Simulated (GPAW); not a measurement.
# NbRu (Pm-3m): the Nb L₃ absorption edge, part 2 of 3

How does the Nb L₃ edge of NbRu (Pm-3m) move when the bonds are compressed or stretched?

GPAW 26.7.0; X-ray absorption from dipole matrix elements to empty bands, plane-wave PAW LDA.

So far. Step 2 (The field without a hole): The mesh shows no gap, so the system is treated as a metal and the core electron is put at the Fermi level (neutral cell).

## (4) Spectrum with XCH, Nb atom 2

The holes are 5.5 Å apart. In GPAW the data set carries the hole's charge, so charge=0 means a charged cell and charge=-1 a neutral one. The excited electron is kept in the cell, where it fills the lowest empty states and screens the hole. After the field has converged, empty bands are computed with the density fixed and the dipole matrix elements are summed.

The absorber has 8 Ru at 2.76 Å and 6 Nb at 3.18 Å (cube and octahedron, as in bcc, site symmetry m-3m).

Contents of xas.py:

```python
import numpy as np
from ase import Atoms
from ase.parallel import parprint, paropen
from gpaw import GPAW, PW, FermiDirac, Mixer, MixerDif, setup_paths
from gpaw.test import gen
setup_paths.insert(0, '.')
gen('Nb', name='fch2p', xcname='LDA', corehole=(2, 1, 1), write_xml=True)
from gpaw.mpi import world
world.barrier()

atoms = Atoms('Ru4Nb4',
    cell=[[3.184, 3.184, 3.184],
     [-3.184, 3.184, -3.184],
     [-3.184, 3.184, 3.184]],
    scaled_positions=[[0.5, 0, 0],
     [0, 0.5, 0],
     [0.5, 0.5, 0.5],
     [0, 0, 0.5],
     [0, 0, 0],
     [0.5, 0.5, 0],
     [0, 0.5, 0.5],
     [0.5, 0, 0.5]],
    pbc=True)
atoms.calc = calc = GPAW(legacy_gpaw=True, mode=PW(430), xc='LDA', setups={4: 'fch2p'},
    kpts={'size': (6, 6, 6), 'gamma': True}, occupations=FermiDirac(0.1),
    charge=-1, mixer=Mixer(0.1, 5, 50), maxiter=150,
    convergence={'density': 0.0001}, txt='scf.txt')
energy = atoms.get_potential_energy() + calc.get_reference_energy()
ef = calc.get_fermi_level()
out = dict(energy=energy, fermi=ef, forces=atoms.get_forces().tolist())
parprint(f'all-electron energy {energy:.4f} eV, Fermi level {ef:.4f} eV')
ev = np.array([[calc.get_eigenvalues(k, s) for k in range(len(calc.get_ibz_k_points()))] for s in range(calc.get_number_of_spins())])
out['homo'], out['lumo'], out['counts'] = ev[ev < ef].max(), ev[ev > ef].min(), sorted(set((ev < ef).sum((0, 2)).tolist()))
out['filled'] = (ev[:, 0] < ef).sum(1).tolist()

from ase.units import Ha
from gpaw.xas import dipole_matrix_elements
nb = int(calc.get_number_of_electrons() / 2) + 120
top, nb = nb, nb + 8 + nb // 12
nscf = calc.fixed_density(kpts={'size': (6, 6, 6), 'gamma': True}, nbands=nb,
    convergence={'bands': top, 'eigenstates': 1e-5}, maxiter=60, txt='nscf.txt')
cell = atoms.cell.array
ops = [cell.T @ U.T @ np.linalg.inv(cell.T) for U in nscf.wfs.kd.symmetry.op_scc]
E = np.arange(-6, 34, 0.1)
fwhm = np.interp(E, [4, 25], [1.66, 3.5])
Y, X, zero, highest = 0, 0, 1e9, 1e9
for spin in range(nscf.get_number_of_spins()):
    wfs = nscf.wfs
    A = dipole_matrix_elements(wfs.setups[4])
    eps = np.zeros((wfs.kd.nibzkpts, nb))
    d = np.zeros((3, A.shape[1], wfs.kd.nibzkpts, nb), complex)
    for kpt in wfs.kpt_u:
        if kpt.s == spin and 4 in kpt.P_ani:
            eps[kpt.k] = kpt.eps_n * Ha
            d[:, :, kpt.k] = (kpt.weight * wfs.nspins / 2) ** 0.5 * np.inner(A, kpt.P_ani[4])
    world.sum(eps)
    world.sum(d)
    T = np.einsum('amkn,bmkn->abkn', d, d.conj()).real
    T = sum(np.einsum('ai,ijkn,bj->abkn', R, T, R) for R in ops) / len(ops)
    empty = eps > ef
    zero, highest = min(zero, eps[empty].min()), min(highest, eps[:, top - 1].min())
    lines = [(eps, T, empty)] if spin == 0 else lines + [(eps, T, empty)]
for eps, T, empty in lines:
    f = np.einsum('aakn->akn', T).reshape(3, -1)
    x = eps.ravel() - zero
    w = np.interp(x, E, fwhm) / 2.35482
    g = np.exp(-0.5 * ((E[:, None] - x) / w) ** 2) / (w * (2 * np.pi) ** 0.5)
    Y = Y + (f * empty.ravel()) @ g.T
    X = X + (f * ~empty.ravel()) @ g.T
out.update(E=E.round(2).tolist(), xas=Y.tolist(), xes=X.tolist(), zero=zero, valid=highest - zero, nk=len(eps), nb=nb)
for i in range(0, len(E), 10):
    parprint(f'{E[i]:7.2f}', *(f'{v:10.3e}' for v in Y[:, i]))
import json
with paropen('out.json', 'w') as f:
    json.dump(out, f)
```

Run with:

```sh
> OMP_NUM_THREADS=1 mpirun -n 2 gpaw python xas.py
```

Numbers of over 12 decimals in the logs are rounded to 6 here.

The log of the run:

```text
Input parameters:
  charge: -1
  convergence: {density: 0.0001}
  kpts: {gamma: True,
         size: (6, 6, 6)}
  maxiter: 150
  mixer: {backend: pulay,
          beta: 0.1,
          method: separate,
          nmaxold: 5,
          weight: 50}
  mode: {ecut: 430.0,
         name: pw}
  occupations: {fixmagmom: False,
                name: fermi-dirac,
                width: 0.1}
  setups: {4: fch2p}

Initialize ...

[... PAW data sets ...]

Reference energy: -905277.112228  # eV

Spin-paired calculation

[... convergence settings ...]
Symmetries present (total): 48
  [... symmetry matrices ...]

216 k-points: 6 x 6 x 6 Monkhorst-Pack grid + [1/12,1/12,1/12]
16 k-points in the irreducible part of the Brillouin zone
       k-points in crystal coordinates                weights
   0:     0.00000000    0.00000000    0.00000000          1/216
   1:     0.16666667    0.00000000    0.16666667         12/216
   2:     0.16666667    0.16666667    0.16666667          6/216
   3:     0.33333333    0.00000000    0.16666667         24/216
   4:     0.33333333    0.00000000    0.33333333         12/216
   5:     0.33333333    0.16666667    0.33333333         24/216
   6:     0.33333333    0.33333333   -0.16666667         12/216
   7:     0.33333333    0.33333333    0.00000000          8/216
   8:     0.33333333    0.33333333    0.33333333          6/216
   9:     0.50000000    0.16666667   -0.16666667          8/216
          ...
  15:     0.50000000    0.50000000    0.50000000          1/216

Wave functions: Plane wave expansion
  Cutoff energy: 430.000 eV
  Number of coefficients (min, max): 2587, 2646
  Pulay-stress correction: 0.000000 eV/Ang^3 (de/decut=0.000000)
  Using FFTW library
  Wavefunction extrapolation:
    Improved wavefunction reuse through dual PAW basis

Occupation numbers: Fermi-Dirac:
  width: 0.1000  # eV

Eigensolver
   Davidson(niter=2)

Densities:
  Coarse grid: 27*27*27 grid
  Fine grid: 54*54*54 grid
  Total Charge: 0.000000

Density mixing:
  Method: separate
  Backend: pulay
  Linear mixing parameter: 0.1
  old densities: 5
  Width of damping distribution: 1.1
  Damping of long wavelength oscillations: 50

[... Hamiltonian set-up ...]
Number of atoms: 8
Number of atomic orbitals: 104
Number of bands in calculation: 75
Number of valence electrons: 117
Bands to converge: occupied

... initialized

Initializing position-dependent things.

Density initialized from atomic densities
Creating initial wave functions:
  75 bands from LCAO basis set

                 Nb
              Ru
            Ru      Ru

         Nb      Nb
               Nb
            Ru

Atomic positions and initial magnetic moments

Positions:
   0 Ru     1.592000    1.592000    1.592000    ( 0.0000,  0.0000,  0.0000)
   1 Ru    -1.592000    1.592000   -1.592000    ( 0.0000,  0.0000,  0.0000)
   2 Ru    -1.592000    4.776000    1.592000    ( 0.0000,  0.0000,  0.0000)
   3 Ru    -1.592000    1.592000    1.592000    ( 0.0000,  0.0000,  0.0000)
   4 Nb     0.000000    0.000000    0.000000    ( 0.0000,  0.0000,  0.0000)
   5 Nb     0.000000    3.184000    0.000000    ( 0.0000,  0.0000,  0.0000)
   6 Nb    -3.184000    3.184000    0.000000    ( 0.0000,  0.0000,  0.0000)
   7 Nb     0.000000    3.184000    3.184000    ( 0.0000,  0.0000,  0.0000)

Unit cell:
           periodic     x           y           z      points  spacing
  1. axis:    yes    3.184000    3.184000    3.184000    27     0.1668
  2. axis:    yes   -3.184000    3.184000   -3.184000    27     0.1668
  3. axis:    yes   -3.184000    3.184000    3.184000    27     0.1668

  Lengths:   5.514850   5.514850   5.514850
  Angles:   70.528779  70.528779 109.471221

Effective grid spacing dv^(1/3) = 0.1872

iter:   1  -110.772464
iter:   2  -103.449662   -0.77  -1.09
iter:   3  -100.999188   -1.46  -1.22
iter:   4   -97.999554   -0.75  -1.32
iter:   5   -98.191860   -2.28  -1.83
iter:   6   -98.264748   -2.03  -1.81
iter:   7   -97.998714   -2.34  -2.00
iter:   8   -97.995176   -2.94  -2.82
iter:   9   -97.995500c  -4.33  -3.08
iter:  10   -97.998590c  -3.95  -3.18
iter:  11   -97.995451c  -4.07  -3.04
iter:  12   -97.995694c  -5.82  -3.78
iter:  13   -97.995543c  -5.90  -3.74
iter:  14   -97.995555c  -6.38  -4.14c
iter:  15   -97.995525c  -6.30  -4.41c
iter:  16   -97.995528c  -7.74c -4.70c

Converged after 16 iterations.

Dipole moment: (0.000000, -0.000000, -0.000000) |e|*Ang

Energy contributions relative to reference atoms: (reference = -905277.112228)

Kinetic:        -42.478903
Potential:       +4.208546
External:        +0.000000
XC:             -58.250551
Entropy (-ST):   -0.472292
Local:           -1.238474
SIC:             +0.000000
--------------------------
Free energy:    -98.231674
Extrapolated:   -97.995528

Showing only first 2 kpts
 Kpt  Band  Eigenvalues  Occupancy
  0    56     12.75777    0.00385
  0    57     12.75777    0.00385
  0    58     13.25524    0.00003
  0    59     13.25524    0.00003

  1    56     12.28546    0.35647
  1    57     12.36673    0.17557
  1    58     12.62498    0.01444
[...]
Fermi level: 12.13263

No gap
No difference between direct/indirect transitions

Forces in eV/Ang:
  0 Ru   -0.00000    0.00000    0.00000
  1 Ru    0.00000    0.00000    0.00000
  2 Ru    0.00000   -0.00000   -0.00000
  3 Ru    0.00000   -0.00000   -0.00000
  4 Nb    0.00000   -0.00000    0.00000
  5 Nb   -0.00000    0.00000    0.00000
  6 Nb    0.00000    0.00000    0.00000
  7 Nb    0.00000   -0.00000    0.00000
Scalar-relativistic atomic LDA calculation for Nb (Niobium, Z=41)
Core hole in 2p state (2p occupation: 5.0)
750 radial gridpoints.
|------------------------------------------------|
|------------------------------------------------|
[... the atom generator's iteration count ...]

Energy contributions:
-------------------------
Kinetic:    +3834.748625
XC:          -110.463744
Potential:  -7450.550869
-------------------------
Total:      -3726.265988

state      eigenvalue         ekin         rmax
-----------------------------------------------
1s^2.0 :  -695.509026   875.489633        0.024
2s^2.0 :   -99.981726   179.335408        0.133
2p^5.0 :   -90.163761   173.145054        0.106
3s^2.0 :   -17.404259    47.824774        0.391
3p^6.0 :   -14.083798    44.572625        0.382
3d^10.0:    -8.600976    40.072350        0.322
4s^2.0 :    -2.669033    10.970190        0.999
4p^6.0 :    -1.758002     8.941794        1.076
4d^4.0 :    -0.486098     4.604147        1.348
5s^1.0 :    -0.406661     1.556746        2.750
5p^0.0 :    -0.251872     1.010601        3.376
-----------------------------------------------
(units: Bohr and Hartree)

Generating PAW setup
Kinetic energy of the core from tauc = 3809.567200001265
Cutoffs:
rc(s)=2.500
rc(p)=2.500
rc(d)=2.350
rc(vbar)=2.410
rc(comp)=2.400
rc(nct)=2.500

Kinetic energy of the core states: 3739.184151
Charge: 1.0
Core electrons: 27.0
Valence electrons: 13.0
Pseudo-core charge: 0.000259
Shape function alpha=1.736
Pseudo-electron charge 6.179870
state    eigenvalue         norm
--------------------------------
4s(2) :    -2.669033     0.376689
5s(1) :    -0.406661     0.988049
4p(6) :    -1.758002     0.308854
5p(0) :    -0.251872     0.970220
4d(4) :    -0.486098     0.646265
*d    :     0.513902
--------------------------------

Diagonalizing with gridspacing h=0.050

state   all-electron     PAW
-------------------------------
4s:      -2.669033    -2.669484
4p:      -1.758002    -1.758878
4d:      -0.486098    -0.486625
*f:                   -0.027948
-------------------------------
all-electron energy -905375.1078 eV, Fermi level 12.1326 eV
[...]
31.00  9.281e-06  9.281e-06  9.281e-06
  32.00  9.838e-06  9.838e-06  9.838e-06
  33.00  9.282e-06  9.282e-06  9.282e-06
```

Wall time 3 min (2 MPI ranks of Arm Neoverse V1, shared host); peak memory 0.41 GiB; 6 min of CPU time.

The Nb L₃ spectrum, Nb atom 2, excited-electron core hole (neutral cell) (energy from the lowest empty level; intensity scaled to a mean of 1 over the first 20 eV):

```
E (eV)  intensity
 -2.00       0.02
 -1.25       0.28
 -0.50       1.48
  0.25       3.07
  1.00       3.12
  1.75       2.83
  2.50       2.87
  3.25       1.90
  4.00       0.94
  4.75       0.71
  5.50       0.58
  6.25       0.46
  7.00       0.39
  7.75       0.34
  8.50       0.39
  9.25       0.55
 10.00       0.72
 10.75       0.81
 11.50       0.83
 12.25       0.81
 13.00       0.73
 13.75       0.63
 14.50       0.56
 15.25       0.51
 16.00       0.50
 16.75       0.53
 17.50       0.60
 18.25       0.69
 19.00       0.72
 19.75       0.64
 20.50       0.52
 21.25       0.43
 22.00       0.42
 22.75       0.45
 23.50       0.48
 24.25       0.49
 25.00       0.49
 25.75       0.50
 26.50       0.53
 27.25       0.57
 28.00       0.57
 28.75       0.56
 29.50       0.53
 30.25       0.54
 31.00       0.57
 31.75       0.60
```

Main maxima below 30 eV (height): 0.6 eV (3.31), 2.2 eV (2.94), 11.6 eV (0.83) and 18.8 eV (0.72). At an L edge the dipole rule selects empty d (and weakly s) states on the absorber, and the strong line at the onset measures the empty part of its d band.

The energy difference (zero at 2391 eV) isn't read as a photon energy: for so heavy an absorber the terms left out (core spin–orbit splitting, the hole's spin, the functional's error) amount to tens of eV or more.

## (5) Reference energy of the supercell

The cell changes for the next run, so it gets a reference energy of its own.

The cell differs from the one that the last finished run ended in (a 5.515 → 5.402 Å, b 5.515 → 5.402 Å, c 5.515 → 5.402 Å).

Contents of scf.py:

```python
import numpy as np
from ase import Atoms
from ase.parallel import parprint, paropen
from gpaw import GPAW, PW, FermiDirac, Mixer, MixerDif, setup_paths
from gpaw.test import gen
setup_paths.insert(0, '.')
gen('Nb', name='nch2p', xcname='LDA', corehole=(2, 1, 0), write_xml=True)
from gpaw.mpi import world
world.barrier()

atoms = Atoms('Ru4Nb4',
    cell=[[3.11900217, 3.11900217, 3.11900217],
     [-3.11900217, 3.11900217, -3.11900217],
     [-3.11900217, 3.11900217, 3.11900217]],
    scaled_positions=[[0.5, 0, 0],
     [0, 0.5, 0],
     [0.5, 0.5, 0.5],
     [0, 0, 0.5],
     [0, 0, 0],
     [0.5, 0.5, 0],
     [0, 0.5, 0.5],
     [0.5, 0, 0.5]],
    pbc=True)
atoms.calc = calc = GPAW(legacy_gpaw=True, mode=PW(430), xc='LDA', setups={4: 'nch2p'},
    kpts={'size': (6, 6, 6), 'gamma': True}, occupations=FermiDirac(0.1),
    charge=0, mixer=Mixer(0.1, 5, 50), maxiter=150,
    convergence={'density': 0.0001}, txt='scf.txt')
energy = atoms.get_potential_energy() + calc.get_reference_energy()
ef = calc.get_fermi_level()
out = dict(energy=energy, fermi=ef, forces=atoms.get_forces().tolist())
parprint(f'all-electron energy {energy:.4f} eV, Fermi level {ef:.4f} eV')
ev = np.array([[calc.get_eigenvalues(k, s) for k in range(len(calc.get_ibz_k_points()))] for s in range(calc.get_number_of_spins())])
out['homo'], out['lumo'], out['counts'] = ev[ev < ef].max(), ev[ev > ef].min(), sorted(set((ev < ef).sum((0, 2)).tolist()))
out['filled'] = (ev[:, 0] < ef).sum(1).tolist()
import json
with paropen('out.json', 'w') as f:
    json.dump(out, f)
```

Run with:

```sh
> OMP_NUM_THREADS=1 mpirun -n 2 gpaw python scf.py
```

The log of the run:

```text
Input parameters:
  convergence: {density: 0.0001}
  kpts: {gamma: True,
         size: (6, 6, 6)}
  maxiter: 150
  mixer: {backend: pulay,
          beta: 0.1,
          method: separate,
          nmaxold: 5,
          weight: 50}
  mode: {ecut: 430.0,
         name: pw}
  occupations: {fixmagmom: False,
                name: fermi-dirac,
                width: 0.1}
  setups: {4: nch2p}

Initialize ...

[...]
5s(1) :    -0.154075     0.979287
4p(6) :    -1.272113     0.378028
5p(0) :    -0.044881     0.981254
4d(4) :    -0.117890     0.772277
*d    :     0.882110
--------------------------------

Diagonalizing with gridspacing h=0.050

state   all-electron     PAW
-------------------------------
4s:      -2.147256    -2.147715
4p:      -1.272113    -1.273042
4d:      -0.117890    -0.118306
*f:                    0.064407
-------------------------------
all-electron energy -907766.3801 eV, Fermi level 13.4128 eV
[key lines of the parts left out:]
Converged after 24 iterations.
Dipole moment: (0.000000, -0.000000, -0.000000) |e|*Ang
Free energy:    -90.799841
Fermi level: 13.41285
```

Wall time 84 s (2 MPI ranks); peak memory 0.27 GiB.

Reference energy: -907766.380 eV with the cores included.

## (6) Spectrum with XCH, Nb atom 2

Shorter bonds are expected to push antibonding states and scattering resonances up, and longer ones down; the cell is scaled to test that.

Changed against the first core-hole run: volume scale from 1 to 0.94.

xas.py: that of step 4 with these lines changed.

```diff
@@ -11,5 +11,5 @@
 atoms = Atoms('Ru4Nb4',
-    cell=[[3.184, 3.184, 3.184],
-     [-3.184, 3.184, -3.184],
-     [-3.184, 3.184, 3.184]],
+    cell=[[3.11900217, 3.11900217, 3.11900217],
+     [-3.11900217, 3.11900217, -3.11900217],
+     [-3.11900217, 3.11900217, 3.11900217]],
     scaled_positions=[[0.5, 0, 0],
@@ -37,3 +37,3 @@
 from gpaw.xas import dipole_matrix_elements
-nb = int(calc.get_number_of_electrons() / 2) + 120
+nb = int(calc.get_number_of_electrons() / 2) + 115
 top, nb = nb, nb + 8 + nb // 12
```

Run with:

```sh
> OMP_NUM_THREADS=1 mpirun -n 2 gpaw python xas.py
```

The log of the run:

```text
Input parameters:
  charge: -1
  convergence: {density: 0.0001}
  kpts: {gamma: True,
         size: (6, 6, 6)}
  maxiter: 150
  mixer: {backend: pulay,
          beta: 0.1,
          method: separate,
          nmaxold: 5,
          weight: 50}
  mode: {ecut: 430.0,
         name: pw}
  occupations: {fixmagmom: False,
                name: fermi-dirac,
                width: 0.1}
  setups: {4: fch2p}

Initialize ...

[...]
*d    :     0.513902
--------------------------------

Diagonalizing with gridspacing h=0.050

state   all-electron     PAW
-------------------------------
4s:      -2.669033    -2.669484
4p:      -1.758002    -1.758878
4d:      -0.486098    -0.486625
*f:                   -0.027948
-------------------------------
all-electron energy -905375.6996 eV, Fermi level 13.1815 eV
[...]
32.00  8.939e-06  8.939e-06  8.939e-06
  33.00  9.770e-06  9.770e-06  9.770e-06
[key lines of the parts left out:]
Converged after 16 iterations.
Dipole moment: (0.000000, -0.000000, -0.000000) |e|*Ang
Free energy:    -98.807120
Fermi level: 13.18149
```

The job ended after 2.9 min (2 MPI ranks; peak memory 0.4 GiB).

```
E (eV)  first run  this run
  -2.0       0.02      0.02
  -1.0       0.53      0.52
   0.0       2.66      2.58
   1.0       3.12      2.98
   2.0       2.89      2.59
   3.0       2.32      2.57
   4.0       0.94      1.11
   5.0       0.67      0.69
   6.0       0.49      0.55
   7.0       0.39      0.43
   8.0       0.34      0.35
   9.0       0.48      0.36
  10.0       0.72      0.56
  11.0       0.82      0.78
  12.0       0.82      0.88
  13.0       0.73      0.84
  14.0       0.60      0.70
  15.0       0.52      0.58
  16.0       0.50      0.52
  17.0       0.55      0.51
  18.0       0.67      0.58
  19.0       0.72      0.71
  20.0       0.60      0.73
  21.0       0.45      0.59
  22.0       0.42      0.44
  23.0       0.46      0.41
  24.0       0.49      0.45
  25.0       0.49      0.47
  26.0       0.51      0.48
  27.0       0.56      0.50
  28.0       0.57      0.55
  29.0       0.55      0.58
  30.0       0.53      0.55
  31.0       0.57      0.52
  32.0       0.60      0.54
```

Against the first run the r.m.s. difference is 9 %. The highest intensity below 24 eV stays at 0.6 eV.

The photon energy of the zero moves by -0.19 eV.

## (7) Supercell without a hole, the energy reference

The cell changes for the next run, so it gets a reference energy of its own.

The cell differs from the one that the last finished run ended in (a 5.402 → 5.623 Å, b 5.402 → 5.623 Å, c 5.402 → 5.623 Å).

scf.py: that of step 5 with these lines changed.

```diff
@@ -11,5 +11,5 @@
 atoms = Atoms('Ru4Nb4',
-    cell=[[3.11900217, 3.11900217, 3.11900217],
-     [-3.11900217, 3.11900217, -3.11900217],
-     [-3.11900217, 3.11900217, 3.11900217]],
+    cell=[[3.24644723, 3.24644723, 3.24644723],
+     [-3.24644723, 3.24644723, -3.24644723],
+     [-3.24644723, 3.24644723, 3.24644723]],
     scaled_positions=[[0.5, 0, 0],
```

Run with:

```sh
> OMP_NUM_THREADS=1 mpirun -n 2 gpaw python scf.py
```

The log of the run:

```text
Input parameters:
  convergence: {density: 0.0001}
  kpts: {gamma: True,
         size: (6, 6, 6)}
  maxiter: 150
  mixer: {backend: pulay,
          beta: 0.1,
          method: separate,
          nmaxold: 5,
          weight: 50}
  mode: {ecut: 430.0,
         name: pw}
  occupations: {fixmagmom: False,
                name: fermi-dirac,
                width: 0.1}
  setups: {4: nch2p}

Initialize ...

[...]
5s(1) :    -0.154075     0.979287
4p(6) :    -1.272113     0.378028
5p(0) :    -0.044881     0.981254
4d(4) :    -0.117890     0.772277
*d    :     0.882110
--------------------------------

Diagonalizing with gridspacing h=0.050

state   all-electron     PAW
-------------------------------
4s:      -2.147256    -2.147715
4p:      -1.272113    -1.273042
4d:      -0.117890    -0.118306
*f:                    0.064407
-------------------------------
all-electron energy -907764.9907 eV, Fermi level 11.4149 eV
[key lines of the parts left out:]
Converged after 19 iterations.
Dipole moment: (-0.000000, 0.000000, 0.000000) |e|*Ang
Free energy:    -89.434885
Fermi level: 11.41487
```

The job ended after 70 s (2 MPI ranks; peak memory 0.27 GiB; 2.3 min of CPU time).

Reference energy: -907764.991 eV with the cores included.

(Continued in part 3 of 3.)

[Banner, clock and machine lines of the logs are left out without a mark of their own.]

[Logs are printed without paths, hosts, clocks, repeated set-up lines and the standing remarks that a program may print on its own settings, such as how far it seeks lower states.]

[Hosts, paths, dates, database ids (printed as entryN), source tags and the programs' standing remarks are cut or masked in the printed files.]

[Lists of maxima count a maximum above −3 eV only where it reaches 4 % of the highest in the window and stands out from its surroundings by 2 % of it (1.5 % where it reaches 55 %); shoulders and weaker maxima are passed over, and of the rest the first, up to two pre-edge ones and the few strongest are named.]
